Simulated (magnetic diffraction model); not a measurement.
# Solving a magnetic structure from powder neutron data: Ba₂NdSbS₆

Space group Fm-3m (no. 225), a = 9.7980 Å.

| site | atom | x | y | z |
| --- | --- | --- | --- | --- |
| 4b | Nd | 1/2 | 0 | 0 |
| 8c | Ba | 1/4 | 1/4 | 3/4 |
| 4a | Sb | 0 | 0 | 0 |
| 24e | S | 0 | 0 | 0.7646 |

The compound is invented for this exercise: a known structure type with other elements, its cell scaled to their sizes and not relaxed.

Only Nd is taken to order (form factors of Nd3+); orders and moment sizes are assumed, and not adapted to the symmetry. Radiation: neutrons of λ = 4.2 Å, 1.5° to 90°; isotropic B of 0.27 Å² (Nd), 0.27 Å² (Ba), 0.29 Å² (Sb) and 0.53 Å² (S). The intensities are simulated: I ∝ L Σ (|F_N|² + |F_M⊥|²) for unpolarised neutrons, with F_M = 2.695 fm/μB × Σ f(s) S exp(2πi Q·r) exp(−B s²) at Q = H ± k (one set where k and −k are equivalent), only the part normal to Q counting and L = 1/(sin²θ cos θ). For a modulated order the moment at position r is S exp(−2πi k·r) + c.c., with S = m/2 for a sine wave of amplitude m and S = m(u + iv)/2 for moments turning in a plane, u and v being orthogonal unit vectors in it; the phase factor of the sum at Q = H + k is then exp(2πi H·r). Form factors are spin-only for 3d ions and dipole or tabulated for f ions, scattering lengths are Sears's of 1992, and absorption is left out. A label names one of the reflections at its angle. The strongest nuclear line in the range is 100, and lines under 0.2 are left out.

Above the ordering temperature:

```tsv
2θ (°)	index	I
50.77	(2 0 0)	21.8
74.63	(2 2 0)	100.0
```

Below it (cell unchanged):

| 2θ (°) | I |
| --- | --- |
| 4.09 | 223.5 |
| 41.20 | 13.0 |
| 46.27 | 11.8 |
| 50.77 | 21.8 |
| 50.95 | 9.6 |
| 55.34 | 1.4 |
| 71.11 | 4.7 |
| 74.63 | 100.0 |
| 74.78 | 5.2 |
| 78.39 | 4.0 |
| 85.49 | 3.2 |
| 89.00 | 8.2 |

**Question.** Check that the new lines index with k = (0 1/6 0), then choose among these models:
A. moments turning in the plane of [010] and [001], 3.2 μB on Nd
B. moments turning in the plane of [001] and [100], 3.2 μB on Nd
C. moments turning in the plane of [100] and [010], 3.2 μB on Nd
D. a sine wave with moments along [001] (amplitudes given), 3.2 μB on Nd

The new lines index as (0 1/6 0) at 4.09°, (1 5/6 1) at 41.20°, (1 7/6 1) at 46.27° and (2 1/6 0) at 50.95°, that is as H ± k with k = (0 1/6 0), one of 3 inequivalent arms of its star (k and −k counted as one), which a powder can't tell apart. Satellites come in pairs about each point of the reciprocal lattice.

Magnetic intensity, observed (below minus above) and for each model:

| 2θ (°) | index | observed | A | B | C | D |
| --- | --- | --- | --- | --- | --- | --- |
| 4.09 | (0 1/6 0) | 223.5 | 223.5 | 446.9 | 223.5 | 223.5 |
| 41.20 | (1 5/6 1) | 13.0 | 13.0 | 11.9 | 13.0 | 6.0 |
| 46.27 | (1 7/6 1) | 11.8 | 11.8 | 14.6 | 11.8 | 7.3 |
| 50.95 | (2 1/6 0) | 9.6 | 9.6 | 6.5 | 9.6 | 3.2 |
| 71.11 | (2 11/6 0) | 4.7 | 4.7 | 5.4 | 4.7 | 2.7 |
| 74.78 | (2 1/6 2) | 5.2 | 5.2 | 3.5 | 5.2 | 1.7 |
| 85.49 | (1 17/6 1) | 3.2 | 3.2 | 5.2 | 3.2 | 2.6 |
| 89.00 | (3 5/6 1) | 8.2 | 8.2 | 5.9 | 8.2 | 3.0 |

Models A and C match alike on every line, so these data can't choose among them (such ties are often domains of one structure).

The structure used: k = (0 1/6 0), moments turning in the plane of [010] and [001], 3.2 μB on Nd.

[Logs are printed without paths, hosts, clocks, repeated set-up lines and the standing remarks that a program may print on its own settings, such as how far it seeks lower states.]
